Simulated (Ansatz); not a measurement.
## Work function of Ir(110): what the settings cost and change: slab, setting PBE, Ansatz PAW (420 eV)

Ansatz 0.2.0; plane-wave DFT, PBE, Ansatz PAW.

A work function rests on the faint tail of the density, so the SCF threshold is tight. PBE on the default files comes first; the next runs keep the geometry and change functional or files, each at the cutoff that its files recommend; a relaxation and, for heavy metals, spin-orbit coupling close the ladder.

The input, input.yaml:

```yaml
crystal:
  lattice:
    - [3.84, 0.0, 0.0]
    - [0.0, 2.7152900398, 0.0]
    - [0.0, 0.0, 26.1458701193]
  atoms:
    - { symbol: Ir, position: [0.0, 0.0, 0.3442226233] }
    - { symbol: Ir, position: [0.5, 0.5, 0.3961484155] }
    - { symbol: Ir, position: [0.0, 0.0, 0.4480742078] }
    - { symbol: Ir, position: [0.5, 0.5, 0.5] }
    - { symbol: Ir, position: [0.0, 0.0, 0.5519257922] }
    - { symbol: Ir, position: [0.5, 0.5, 0.6038515845] }
    - { symbol: Ir, position: [0.0, 0.0, 0.6557773767] }
kpoints:
  mp_grid: { grid: [11, 15, 1] }
hamiltonian:
  xc: pbe
scf:
  occupations: { method: fermi_dirac, width: 0.1 }
  convergence: { dr2_threshold: 1.0e-09 }
efield:
  axis: 3
  dipole_correction: true
  ramp_position: 0.97
  ramp_width: 0.06
output:
  write_potential: true
  write_density: true
  volumetric_format: npy
  elf: true
```

The run is started by

```sh
ansatz run input.yaml --threads 4 --pin off --max-ram 6144MiB --backend cpu --events-out ev --progress --plain --runs-dir out
```

**Question.** What does this run give for the work function, upper face; and electron's electrostatic potential energy less the Fermi level against z?

In the vacuum the potential turns flat, and its height over the Fermi level, 5.03 eV, is the work function of the face beside that plateau.

Valence density in the ca plane at fractional y = 0.000, with atoms of Ir within 0.2 Å of it. It is the smooth field of the valence electrons, not physical close to the nuclei.

ELF in the ca plane at fractional y = 0.000, with atoms of Ir within 0.2 Å of it.

This step gave:

```
work function, upper face : 5.031 eV
```

Running mean over 1.358 Å of the planar mean; the ramp of the sawtooth is left out. Electron's electrostatic potential energy less the Fermi level against z:

| z (Å) | electron's electrostatic potential energy less the Fermi level (eV) |
| --- | --- |
| 3.5 | 5.03 |
| 4.0 | 5.03 |
| 4.5 | 5.03 |
| 5.0 | 5.03 |
| 5.5 | 5.02 |
| 6.0 | 5.00 |
| 6.5 | 4.93 |
| 7.0 | 4.65 |
| 7.5 | 3.54 |
| 8.0 | -0.306 |
| 8.5 | -6.50 |
| 9.0 | -11.2 |
| 9.5 | -12.7 |
| 10.0 | -13.2 |
| 10.5 | -13.4 |
| 11.0 | -13.5 |
| 11.5 | -13.5 |
| 12.0 | -13.5 |
| 12.5 | -13.5 |
| 13.0 | -13.5 |
| 13.5 | -13.5 |
| 14.0 | -13.5 |
| 14.5 | -13.5 |
| 15.0 | -13.5 |
| 15.5 | -13.5 |
| 16.0 | -13.2 |
| 16.5 | -12.9 |
| 17.0 | -11.9 |
| 17.5 | -8.17 |
| 18.0 | -2.03 |
| 18.5 | 2.78 |
| 19.0 | 4.47 |
| 19.5 | 4.88 |
| 20.0 | 4.99 |
| 20.5 | 5.02 |
| 21.0 | 5.03 |
| 21.5 | 5.03 |
| 22.0 | 5.03 |
| 22.5 | 5.03 |
| 23.0 | 5.03 |

Electrostatic potential energy in the ca plane at fractional y = 0.000, with atoms of Ir within 0.2 Å of it. With pseudopotentials it is smooth inside the atoms' cores, unlike the true potential.

Values in eV, 6 rows by 16 columns, each cell a mean:
```
 11   8 -29 -42   1 -45 -28  -6 -53 -12 -19 -49   1  11  11  11
 11  10   1  -2   6  -3   1   5  -5   4   3  -4   8  11  11  11
 11  11  10   8   4   7   6   5   8   5   6   9  11  11  11  11
 11  11   9   7   5   7   6   5   7   6   6   8  10  11  11  11
 11  10  -6 -12   5 -14  -6   3 -18   1  -2 -16   7  11  11  11
 11   8 -36 -50  -1 -53 -34 -10 -60 -16 -25 -56  -1  11  11  11
```
Columns run along c (16.0 Å, from fractional 0.24 to 0.85 of the cell; values clipped at the 3rd and 97th percentile), rows up along a (3.8 Å). Atoms in or near the plane, at fractional coordinates: Ir at (0.34, 0.00), Ir at (0.45, 0.00), Ir at (0.55, 0.00), Ir at (0.66, 0.00).

Values in e/Å³, 6 rows by 16 columns, each cell a mean:
```
0.0 0.1 3.1 4.6 0.5 4.8 2.8 0.9 5.9 1.3 2.1 5.5 0.4 0.0 0.0 0.0
0.0 0.0 0.4 0.7 0.3 0.7 0.5 0.4 0.8 0.4 0.5 0.7 0.1 0.0 0.0 0.0
0.0 0.0 0.1 0.2 0.4 0.2 0.3 0.4 0.2 0.3 0.3 0.1 0.0 0.0 0.0 0.0
0.0 0.0 0.1 0.3 0.4 0.3 0.3 0.4 0.3 0.3 0.3 0.2 0.0 0.0 0.0 0.0
0.0 0.0 0.9 1.4 0.4 1.5 0.9 0.4 1.8 0.5 0.7 1.6 0.1 0.0 0.0 0.0
0.0 0.1 4.0 5.8 0.6 6.1 3.7 1.1 7.4 1.7 2.8 6.9 0.5 0.0 0.0 0.0
```
Columns run along c (16.0 Å, from fractional 0.24 to 0.85 of the cell), rows up along a (3.8 Å). Atoms in or near the plane, at fractional coordinates: Ir at (0.34, 0.00), Ir at (0.45, 0.00), Ir at (0.55, 0.00), Ir at (0.66, 0.00).

Values, 6 rows by 16 columns, each cell a mean:
```
0.03 0.14 0.50 0.55 0.29 0.55 0.45 0.34 0.61 0.35 0.43 0.60 0.24 0.06 0.01 0.00
0.02 0.10 0.25 0.33 0.29 0.31 0.29 0.30 0.32 0.29 0.30 0.31 0.15 0.04 0.00 0.00
0.01 0.05 0.15 0.26 0.33 0.21 0.26 0.32 0.19 0.30 0.29 0.19 0.09 0.02 0.00 0.00
0.01 0.07 0.17 0.27 0.32 0.23 0.27 0.31 0.21 0.30 0.29 0.21 0.11 0.02 0.00 0.00
0.02 0.12 0.32 0.39 0.28 0.39 0.33 0.29 0.42 0.29 0.32 0.42 0.18 0.05 0.01 0.00
0.03 0.15 0.52 0.54 0.31 0.55 0.48 0.38 0.58 0.39 0.47 0.58 0.26 0.06 0.01 0.00
```
Columns run along c (16.0 Å, from fractional 0.24 to 0.85 of the cell), rows up along a (3.8 Å). Atoms in or near the plane, at fractional coordinates: Ir at (0.34, 0.00), Ir at (0.45, 0.00), Ir at (0.55, 0.00), Ir at (0.66, 0.00).

[Logs are printed without paths, hosts, clocks, repeated set-up lines and the standing remarks that a program may print on its own settings, such as how far it seeks lower states.]

[Hosts, paths, dates, database ids (printed as entryN), source tags and the programs' standing remarks are cut or masked in the printed files.]

[Maps of the electrostatic potential energy from Ansatz leave out the sawtooth potential of an applied field or a dipole correction, so their vacuum need not be flat; planar profiles and work functions include it.]
